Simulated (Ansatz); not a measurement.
## A hypothetical structure for Mg3NbBi

This structure for Mg3NbBi is made up. Its elements were placed in a known structure type with a cell scaled to their sizes. What cell does the guess relax to, and how far off was it?

Calculated with Ansatz 0.2.0; DFT, PBE, plane-wave PAW, files of the set soft_1, scalar-relativistic, no spin, cell and ions relaxed at zero pressure; PAW set soft_1, in the first sound run; inputs show where later runs differ.

## (1) Starting point

It takes space group P3m1 (No. 156, trigonal). Conventional cell: a = 4.539 Å, b = 4.539 Å, c = 6.996 Å, α = 90.00°, β = 90.00°, γ = 120.00°. Nearest to Bi lie 7 Mg at 2.83 to 3.04 Å. Nb has 7 Mg at 2.81 to 3.05 Å nearest. Nearest to Mg lie 3 Bi at 2.83 Å and 1 Nb at 2.83 Å. Nearest to Mg lie 3 Nb at 2.81 Å and 1 Bi at 2.89 Å. Mg has 3 Bi at 3.04 Å and 3 Nb at 3.05 Å nearest. Farther neighbours are not listed.

## (2) Relaxing cell and atoms

The guessed cell has no reason to be at equilibrium. It is relaxed with the atoms, within the space group of the guess.

input.yaml

```yaml
crystal:
  lattice:
    - [4.539, 0.0, 0.0]
    - [-2.2695, 3.930889308, 0.0]
    - [0.0, 0.0, 6.996]
  atoms:
    - { symbol: Bi, position: [0.0, 0.0, 0.7808] }
    - { symbol: Nb, position: [0.333333333, 0.666666667, 0.2244] }
    - { symbol: Mg, position: [0.333333333, 0.666666667, 0.629] }
    - { symbol: Mg, position: [0.0, 0.0, 0.3674] }
    - { symbol: Mg, position: [0.666666667, 0.333333333, 0.0024] }
kpoints:
  mp_grid: { grid: [7, 7, 4] }
scf:
  occupations: { method: fermi_dirac, width: 0.05 }
hamiltonian:
  xc: pbe
  pseudopotentials: { kind: paw, azcp: { folder: soft_1 } }
relax:
  f_tol: 0.015
  max_steps: 70
  cell: {}
output:
  forces: true
  stress: true
```

Command:

```console
$ ansatz run input.yaml --threads 4 --pin off --max-ram 8192MiB --backend cpu --events-out ev --progress --plain --runs-dir out
```

Numbers of over 12 decimals in the logs are rounded to 6 here.

Output:

```text
Engine: ansatz 0.2.0, aarch64-unknown-linux-gnu
Pseudopotentials: kind: paw
Pseudopotential: Bi, paw, valence charge 15, recommended cutoff 420 eV (normal), soft_1/Bi.paw.azcp
Pseudopotential: Nb, paw, valence charge 13, recommended cutoff 420 eV (normal), soft_1/Nb.paw.azcp
Pseudopotential: Mg, paw, valence charge 10, recommended cutoff 420 eV (normal), soft_1/Mg.paw.azcp
Functional definition: PBE
  parameter kappa = 0.804
  parameter beta = 0.066725
  exchange = pbe_x(kappa = kappa, mu = beta*pi^2/3)
  correlation = pbe_c(beta = beta)
Crystal: 5 atoms, lattice volume = 124.825 Å³
Basis set: ecut = 420 eV, 2429 PW (Γ), exchange–correlation on 64×64×96 points (8 copies of the dense FFT grid, shifted against one another)
Bands: 35, of which v1, the nominal top of the filled ones, is band 29 counted from 1 (28 counted from 0)
Symmetry: 6 space group operations
Space group: P3m1 (ITA 156), of the structure as read, at distance tolerance 5.0e-5 Å
k-points: 28 of 196 (time reversal used)
Non-local potential: Bi, projectors of the file, l = 0: 2, l = 1: 2, l = 2: 2, l = 3: 1
Non-local potential: Nb, projectors of the file, l = 0: 3, l = 1: 2, l = 2: 2, l = 3: 1
Non-local potential: Mg, projectors of the file, l = 0: 3, l = 1: 2, l = 2: 1
PAW form: soft (Blöchl's): semilocal exchange-correlation on the pseudo side does not see the compensation charge
PAW one-centre angular grid: Bi, 590 points (default); XC on 64 Gauss nodes
PAW one-centre angular grid: Nb, 590 points (default); XC on 64 Gauss nodes
PAW one-centre angular grid: Mg, 110 points (default); XC on 64 Gauss nodes
Initial density: superposition of atomic densities (chi_scale 0.1, normalization cell, long waves kept (reshape's long-wave potential 0.08 eV rms))
Initial wavefunctions: pseudopotential atomic-orbital guess
Functional: x = pbe(κ = 0.804, μ = 0.219515), c = pbe(β = 0.066725)
SCF iter   1: F=—  HF=-22721.566076 eV  |F-HF|=—  |Δ(HF+E_count)|=         —  Δρ=4.06e-2  dr2=9.11e0  ethr=3.10e-3  ⟨swp⟩=6.6  Hψ=4395  notcnv=0
preconditioner: auto → Kerker (q_TF=auto, 2.401 Å⁻¹)  [metal: Δε(μ)=0.022 eV  Ē_g=4.770 eV  σ=0.050 eV  W_gap=0.11  n_scr=22 (ndim 8)  ℏωp=13.3 eV  f_vac=0.000  D(μ)=3.09/eV (n_scr^D=22)]
SCF iter   2: F=—  HF=-22720.469233 eV  |F-HF|=—  |Δ(HF+E_count)|=    1.10e0  Δρ=2.45e-2  dr2=3.84e0  ethr=3.10e-3  ⟨swp⟩=3.1  Hψ=1687  notcnv=0
SCF iter   3: F=—  HF=-22719.789458 eV  |F-HF|=—  |Δ(HF+E_count)|=   6.80e-1  Δρ=5.56e-3  dr2=2.56e-1  ethr=3.10e-3  ⟨swp⟩=3.1  Hψ=1529  notcnv=0
SCF iter   4: F=—  HF=-22719.751263 eV  |F-HF|=—  |Δ(HF+E_count)|=   3.82e-2  Δρ=2.73e-3  dr2=3.50e-2  ethr=4.41e-4  ⟨swp⟩=2.6  Hψ=1370  notcnv=0
SCF iter   5: F=—  HF=-22719.744305 eV  |F-HF|=—  |Δ(HF+E_count)|=   6.96e-3  Δρ=7.20e-4  dr2=1.40e-3  ethr=6.03e-5  ⟨swp⟩=2.4  Hψ=1374  notcnv=0
SCF iter   6: F=—  HF=-22719.744201 eV  |F-HF|=—  |Δ(HF+E_count)|=   1.04e-4  Δρ=2.23e-4  dr2=1.06e-4  ethr=2.41e-6  ⟨swp⟩=2.0  Hψ=1456  notcnv=0
SCF iter   7: F=—  HF=-22719.744225 eV  |F-HF|=—  |Δ(HF+E_count)|=   2.34e-5  Δρ=8.85e-5  dr2=1.53e-5  ethr=1.83e-7  ⟨swp⟩=2.0  Hψ=1725  notcnv=0
SCF iter   8: F=—  HF=-22719.744227 eV  |F-HF|=—  |Δ(HF+E_count)|=   1.96e-6  Δρ=2.67e-5  dr2=1.61e-6  ethr=2.65e-8  ⟨swp⟩=2.0  Hψ=1727  notcnv=0
SCF iter   9: F=-22719.744227 eV  HF=-22719.744227 eV  |F-HF|=1.23e-8  |Δ(HF+E_count)|=   2.86e-7  Δρ=7.51e-6  dr2=9.21e-8  ethr=1.72e-10  ⟨swp⟩=3.1  Hψ=4244  notcnv=0
SCF 1 converged in 9 iterations: F = -22719.744227 eV  dr2 = 9.21e-8
  greatest PAW one-centre occupation: 1.000 electrons in one spin orbital (limit 2), on the Mg atom at site 3 (counted from 0), in its partial waves of l = 0
relax step   1: F+E_penalty+E_count = -22719.74422682 eV  Δ(F+E_penalty+E_count) = +0.000e0 eV  max|allowed force component| = 2.052e0 eV/Å  Δτ_max = 0.0000 Å  P = +2.510 GPa  Ω = 124.825 Å³  (9 SCF iters, dr2 threshold 1.00e-7 eV, accepted)
Crystal: 5 atoms, lattice volume = 126.950 Å³
Basis set: ecut = 420 eV, 2477 PW (Γ), exchange–correlation on 64×64×96 points (8 copies of the dense FFT grid, shifted against one another)
Initial density: handed on by an earlier stage of this run
Initial wavefunctions: those handed on with the density
iter 1 solved again at ethr=2.53e-4 eV; its pass at ethr=3.10e-3 eV (dr2=1.47e-1 eV) is discarded
SCF iter   1: F=—  HF=-22720.374847 eV  |F-HF|=—  |Δ(HF+E_count)|=         —  Δρ=1.34e-2  dr2=1.48e-1  ethr=2.53e-4  ⟨swp⟩=1.0  Hψ=4827  notcnv=0
preconditioner: auto → LDOS  [metal: Δε(μ)=0.030 eV  Ē_g=4.901 eV  σ=0.050 eV  W_gap=0.15  n_scr=34 (ndim 8)  ℏωp=13.2 eV  f_vac=0.011  D(μ)=2.39/eV (n_scr^D=22)  β→1.0]
SCF iter   2: F=—  HF=-22720.370994 eV  |F-HF|=—  |Δ(HF+E_count)|=   3.85e-3  Δρ=3.60e-3  dr2=2.19e-2  ethr=2.53e-4  ⟨swp⟩=2.6  Hψ=1681  notcnv=0
preconditioner: auto → Kerker (q_TF=auto, 2.394 Å⁻¹)  [metal: Δε(μ)=0.028 eV  Ē_g=4.910 eV  σ=0.050 eV  W_gap=0.14  n_scr=34 (ndim 8)  ℏωp=13.2 eV  f_vac=0.010  D(μ)=2.53/eV (n_scr^D=22)  β→0.5]
SCF iter   3: F=—  HF=-22720.364418 eV  |F-HF|=—  |Δ(HF+E_count)|=   6.58e-3  Δρ=1.34e-3  dr2=2.08e-3  ethr=3.77e-5  ⟨swp⟩=2.0  Hψ=1577  notcnv=0
SCF iter   4: F=—  HF=-22720.364533 eV  |F-HF|=—  |Δ(HF+E_count)|=   1.16e-4  Δρ=4.09e-4  dr2=2.95e-4  ethr=3.59e-6  ⟨swp⟩=2.0  Hψ=1357  notcnv=0
SCF iter   5: F=—  HF=-22720.364562 eV  |F-HF|=—  |Δ(HF+E_count)|=   2.82e-5  Δρ=9.95e-5  dr2=4.16e-5  ethr=5.09e-7  ⟨swp⟩=2.0  Hψ=1365  notcnv=0
SCF iter   6: F=—  HF=-22720.364559 eV  |F-HF|=—  |Δ(HF+E_count)|=   2.76e-6  Δρ=3.07e-5  dr2=3.51e-6  ethr=7.17e-8  ⟨swp⟩=2.0  Hψ=1137  notcnv=0
SCF iter   7: F=-22720.364559 eV  HF=-22720.364559 eV  |F-HF|=3.74e-8  |Δ(HF+E_count)|=   1.54e-7  Δρ=1.15e-5  dr2=3.68e-7  ethr=8.62e-10  ⟨swp⟩=5.0  Hψ=3721  notcnv=0
SCF 2 converged in 7 iterations: F = -22720.364559 eV  dr2 = 3.68e-7
relax step   2: F+E_penalty+E_count = -22720.36455887 eV  Δ(F+E_penalty+E_count) = -6.203e-1 eV  max|allowed force component| = 1.201e0 eV/Å  Δτ_max = 0.1969 Å  P = +0.001 GPa  Ω = 126.950 Å³  energy of the carried Pulay correction = -1.339e-4 eV  (7 SCF iters, dr2 threshold 5.00e-7 eV, accepted)
Crystal: 5 atoms, lattice volume = 125.223 Å³
Basis set: ecut = 420 eV, 2441 PW (Γ), exchange–correlation on 64×64×96 points (8 copies of the dense FFT grid, shifted against one another)
iter 1 solved again at ethr=4.43e-4 eV; its pass at ethr=3.10e-3 eV (dr2=2.57e-1 eV) is discarded
SCF iter   1: F=—  HF=-22720.829651 eV  |F-HF|=—  |Δ(HF+E_count)|=         —  Δρ=1.27e-2  dr2=2.54e-1  ethr=4.43e-4  ⟨swp⟩=1.0  Hψ=5243  notcnv=0
[...]
relax step   5: F+E_penalty+E_count = -22721.25741175 eV  Δ(F+E_penalty+E_count) = -1.343e-1 eV  max|allowed force component| = 5.028e-1 eV/Å  Δτ_max = 0.1972 Å  P = +0.473 GPa  Ω = 123.967 Å³  energy of the carried Pulay correction = +5.471e-5 eV  (7 SCF iters, dr2 threshold 5.00e-7 eV, accepted)
relax step   6: F+E_penalty+E_count = -22721.35034396 eV  Δ(F+E_penalty+E_count) = -9.293e-2 eV  max|allowed force component| = 3.498e-1 eV/Å  Δτ_max = 0.1948 Å  P = -0.257 GPa  Ω = 124.348 Å³  energy of the carried Pulay correction = +3.038e-5 eV  (6 SCF iters, dr2 threshold 5.00e-7 eV, accepted)
relax step   7: F+E_penalty+E_count = -22721.44248723 eV  Δ(F+E_penalty+E_count) = -9.214e-2 eV  max|allowed force component| = 4.786e-1 eV/Å  Δτ_max = 0.1951 Å  P = -0.208 GPa  Ω = 123.530 Å³  energy of the carried Pulay correction = +8.268e-5 eV  (7 SCF iters, dr2 threshold 5.00e-7 eV, accepted)
relax step   8: F+E_penalty+E_count = -22721.56190329 eV  Δ(F+E_penalty+E_count) = -1.194e-1 eV  max|allowed force component| = 5.772e-1 eV/Å  Δτ_max = 0.1951 Å  P = -0.278 GPa  Ω = 122.877 Å³  energy of the carried Pulay correction = +1.247e-4 eV  (7 SCF iters, dr2 threshold 5.00e-7 eV, accepted)
relax step   9: F+E_penalty+E_count = -22721.70903296 eV  Δ(F+E_penalty+E_count) = -1.471e-1 eV  max|allowed force component| = 5.556e-1 eV/Å  Δτ_max = 0.1947 Å  P = -0.416 GPa  Ω = 122.196 Å³  energy of the carried Pulay correction = +1.689e-4 eV  (6 SCF iters, dr2 threshold 5.00e-7 eV, accepted)
relax step  10: F+E_penalty+E_count = -22721.82852485 eV  Δ(F+E_penalty+E_count) = -1.195e-1 eV  max|allowed force component| = 3.666e-1 eV/Å  Δτ_max = 0.1950 Å  P = -0.167 GPa  Ω = 120.782 Å³  energy of the carried Pulay correction = +2.611e-4 eV  (6 SCF iters, dr2 threshold 5.00e-7 eV, accepted)
relax step  11: F+E_penalty+E_count = -22721.87498902 eV  Δ(F+E_penalty+E_count) = -4.646e-2 eV  max|allowed force component| = 1.366e-1 eV/Å  Δτ_max = 0.2000 Å  P = -0.005 GPa  Ω = 119.744 Å³  energy of the carried Pulay correction = +3.295e-4 eV  (6 SCF iters, dr2 threshold 5.00e-7 eV, accepted)
relax step  12: F+E_penalty+E_count = -22721.87678087 eV  Δ(F+E_penalty+E_count) = -1.792e-3 eV  max|allowed force component| = 2.114e-1 eV/Å  Δτ_max = 0.0724 Å  P = +0.056 GPa  Ω = 119.420 Å³  energy of the carried Pulay correction = +3.510e-4 eV  (6 SCF iters, dr2 threshold 5.00e-7 eV, accepted)
relax step  13: F+E_penalty+E_count = -22721.88185741 eV  Δ(F+E_penalty+E_count) = -5.077e-3 eV  max|allowed force component| = 8.075e-3 eV/Å  Δτ_max = 0.0301 Å  P = -0.039 GPa  Ω = 119.644 Å³  energy of the carried Pulay correction = +3.362e-4 eV  (5 SCF iters, dr2 threshold 5.00e-7 eV, accepted)
relax step  14: F+E_penalty+E_count = -22721.88190334 eV  Δ(F+E_penalty+E_count) = -4.593e-5 eV  max|allowed force component| = 3.993e-3 eV/Å  Δτ_max = 0.0019 Å  P = +0.034 GPa  Ω = 119.508 Å³  energy of the carried Pulay correction = +3.452e-4 eV  (4 SCF iters, dr2 threshold 3.13e-8 eV, accepted)
relax step  15: F+E_penalty+E_count = -22721.88191287 eV  Δ(F+E_penalty+E_count) = -9.530e-6 eV  max|allowed force component| = 1.401e-4 eV/Å  Δτ_max = 0.0003 Å  P = -0.001 GPa  Ω = 119.579 Å³  energy of the carried Pulay correction = +3.405e-4 eV  (4 SCF iters, dr2 threshold 1.11e-8 eV, accepted)
Basis set: ecut = 420 eV, 2295 PW (Γ), exchange–correlation on 64×64×90 points (8 copies of the dense FFT grid, shifted against one another)
Initial wavefunctions: pseudopotential atomic-orbital guess (no wavefunctions were taken with the density)
iter 1 solved again at ethr=4.49e-8 eV; its pass at ethr=3.10e-3 eV (dr2=2.61e-5 eV) is discarded
SCF iter   1: F=—  HF=-22721.880468 eV  |F-HF|=—  |Δ(HF+E_count)|=         —  Δρ=3.51e-4  dr2=4.07e-6  ethr=4.49e-8  ⟨swp⟩=3.2  Hψ=7000  notcnv=0
SCF iter   2: F=—  HF=-22721.881771 eV  |F-HF|=—  |Δ(HF+E_count)|=   1.30e-3  Δρ=1.65e-5  dr2=5.58e-7  ethr=7.02e-9  ⟨swp⟩=2.0  Hψ=1754  notcnv=0
SCF iter   3: F=—  HF=-22721.881771 eV  |F-HF|=—  |Δ(HF+E_count)|=   1.61e-7  Δρ=6.73e-6  dr2=6.02e-8  ethr=9.61e-10  ⟨swp⟩=2.0  Hψ=1765  notcnv=0
SCF iter   4: F=—  HF=-22721.881771 eV  |F-HF|=—  |Δ(HF+E_count)|=   8.06e-8  Δρ=2.48e-6  dr2=1.17e-8  ethr=1.04e-10  ⟨swp⟩=2.0  Hψ=1737  notcnv=0
SCF iter   5: F=—  HF=-22721.881771 eV  |F-HF|=—  |Δ(HF+E_count)|=  5.24e-10  Δρ=7.73e-7  dr2=1.10e-9  ethr=2.02e-11  ⟨swp⟩=2.0  Hψ=1374  notcnv=0
SCF iter   6: F=-22721.881771 eV  HF=-22721.881771 eV  |F-HF|=1.46e-11  |Δ(HF+E_count)|=  1.75e-10  Δρ=1.52e-7  dr2=4.63e-11  ethr=1.00e-12  ⟨swp⟩=3.2  Hψ=4454  notcnv=0
SCF 16 converged in 6 iterations: F = -22721.881771 eV  dr2 = 4.63e-11
relax step  16: F+E_penalty+E_count = -22721.88177091 eV  Δ(F+E_penalty+E_count) = +1.420e-4 eV  max|allowed force component| = 1.525e-4 eV/Å  Δτ_max = 0.0000 Å  P = +0.000 GPa  Ω = 119.579 Å³  stress off target by 4.72e-3 GPa  SCF on the basis re-selected at this cell (its energy is not comparable with the rows above)  (6 SCF iters)
basis re-selected at this cell: Δ(F+E_penalty+E_count) = +1.420e-4 eV, ΔP = +0.001 GPa vs the last step (what re-selecting the basis moved, of the pressure what is left beyond the Pulay correction that the steps carried, after the strain that the cell walked since its last selection, with what the two solves' SCF thresholds leave and, on support functions, any second-order correction that the steps lacked; it is no measure of the basis error at this ecutwfc). The dense FFT grid was sized anew with the basis: this SCF ran on 32×32×45 points, the steps before it on 32×32×48, so part of this shift can come from that change (see relax.cell in the input reference). [rest of the remark cut]
SCF converged after 6 iterations
Free energy (F): -22721.881771 eV
Harris-Foulkes:  -22721.881771 eV  (|F-HF|=1.46e-11)
Internal energy: -22721.858989 eV  (E = F + TS)
E sigma→0 (E₀):  -22721.870380 eV
Entropy (-TS):   -0.022782 eV (-4.556 meV/atom)
Fermi energy:    8.779824 eV
--- Per-component energies (eV) ---
  E_band       = -1280.305129
  E_kinetic    = 833.375454
  E_local      = -7428.734496  (includes V_loc(G=0)·N_el)
  E_nonlocal   = 1091.091594
  E_hartree    = 2599.022135
  E_xc         = -392.929110
  E_vxc        = -429.520354  (∫ρ·V_xc dr)
  E_paw        = -14650.399750  (= ΣΔE_a)
  E_vpaw       = -544.561668  (= ΣTr[D̂ρ^β])
  E_aug_tail   = -0.000199  (compensation charges beyond the density's cutoff)
  E_ewald      = -4773.284617
  E_smearing   = -0.022782  (= −TS)
  E_closure    = 0.000000  (closes the sum)
  Σ components = -22721.881771   (vs F -22721.881771, Δ=0.00e0)
--- Forces (eV/Å), atoms counted from 1 ---
  atom   1  Bi     0.00000000    -0.00000000    -0.00015252
  atom   2  Nb     0.00000000    -0.00000000     0.00003215
  atom   3  Mg     0.00000000    -0.00000000    -0.00003313
  atom   4  Mg     0.00000000    -0.00000000     0.00014856
  atom   5  Mg    -0.00000000     0.00000000     0.00000495
  max |Σ_I F_I| component: 2.22e-9 eV/Å
--- Stress (GPa, compression-positive) ---
        0.002603       0.000000      -0.000000
        0.000000       0.002603       0.000000
       -0.000000       0.000000      -0.004725
  P = ⅓ Tr σ = 0.0002 GPa (0.002 kbar)
--- Relaxed structure (15 steps of the walk, 15 accepted, 1 SCFs on fresh bases) ---
  F+E_penalty+E_count = -22721.88177091 eV   max|allowed force component| = 1.525e-4 eV/Å   (the final SCF, on the basis selected at the relaxed cell)
  cell:  # Å, volume = 119.5785 Å³
    - [4.747057, 0, -4.557586382058616e-17]
    - [-2.373528, 4.111072, 1.1393965955146542e-17]
    - [-7.024647351394573e-17, -2.0278410196449245e-17, 6.127365]
  atoms:
    - { symbol: Bi, position: [1.8400103122970733e-17, -4.259025030865471e-18, 0.828511] }
    - { symbol: Nb, position: [0.333333, 0.666667, 0.064773] }
    - { symbol: Mg, position: [0.333333, 0.666667, 0.551189] }
    - { symbol: Mg, position: [-3.994032450142417e-18, -1.0657349480326368e-17, 0.317967] }
    - { symbol: Mg, position: [0.666667, 0.333333, 0.241559] }
```

It took 49 s on 4 threads of Arm Neoverse V1, shared host; peak memory 0.46 GiB.

Relaxation path:

```csv
step,energy less that of the first step (eV),largest force component (eV/Å),pressure (GPa),volume (Å³)
1,0.0000,2.0516,2.51,124.82
2,-0.6203,1.2014,0.00,126.95
3,-1.0580,0.7088,-0.24,125.22
4,-1.3788,0.3587,0.68,123.17
5,-1.5132,0.5028,0.47,123.97
6,-1.6061,0.3498,-0.26,124.35
7,-1.6983,0.4786,-0.21,123.53
8,-1.8177,0.5772,-0.28,122.88
9,-1.9648,0.5556,-0.42,122.20
10,-2.0843,0.3666,-0.17,120.78
11,-2.1308,0.1366,-0.01,119.74
12,-2.1326,0.2114,0.06,119.42
13,-2.1376,0.0081,-0.04,119.64
14,-2.1377,0.0040,0.03,119.51
15,-2.1377,0.0001,0.00,119.58
16*,-2.1375,0.0002,0.00,119.58
```

Relaxation steps marked * repeat the geometry before them on a plane-wave basis chosen anew for their cell, so energy and pressure can jump there.

Forces are held to the 6 operations that the run works with; a distortion that breaks them can't arise in this run.

```csv
cell as run,before,after,change
a (Å),4.539,4.747,+4.6 %
b (Å),4.539,4.747,+4.6 %
c (Å),6.996,6.127,-12.4 %
volume (Å³/atom),24.96,23.92,-4.2 %
```

The atoms that moved most (Å, as changes of fractional coordinates times the final cell):

```csv
atom,dx,dy,dz,length
Mg5,0.000,0.000,1.465,1.465
Nb2,0.000,0.000,-0.978,0.978
Mg3,0.000,0.000,-0.477,0.477
Mg4,0.000,0.000,-0.303,0.303
Bi1,0.000,0.000,0.292,0.292
```

Final coordinates:

```xyz
5
Lattice="4.7471 0.0000 0.0000 -2.3735 4.1111 0.0000 0.0000 0.0000 6.1274" Properties=species:S:1:pos:R:3 pbc="T T T"
Bi    0.0000    0.0000    5.0766
Nb    0.0000    2.7407    0.3969
Mg    0.0000    2.7407    3.3773
Mg    0.0000    0.0000    1.9483
Mg    2.3735    1.3704    1.4801
```

Numbers from this step:

```yaml
free_energy: -22721.8818 eV
energy_at_zero_smearing: -22721.8704 eV
smearing_term_ts: 0.02278 eV
fermi_energy: 8.780 eV
electrons: 58
symmetry_operations: 6
pressure: 1.61e-4 GPa
```

Shortest distances by pair of elements, guess and relaxed (not always the same contact):

```csv
pair,guess (Å),relaxed (Å)
Mg–Mg,3.196,2.780
Mg–Nb,2.805,2.947
Bi–Mg,2.828,2.999
Bi–Nb,4.062,3.100
Bi–Bi,4.539,4.747
```

The relaxation ends with a largest force component of 1.5e-4 eV/Å and a pressure of 0.00 GPa.

(Continued in part 2 of 2.)

[Logs are printed without paths, hosts, clocks, repeated set-up lines and the standing remarks that a program may print on its own settings, such as how far it seeks lower states.]

[Hosts, paths, dates, database ids (printed as entryN), source tags and the programs' standing remarks are cut or masked in the printed files.]
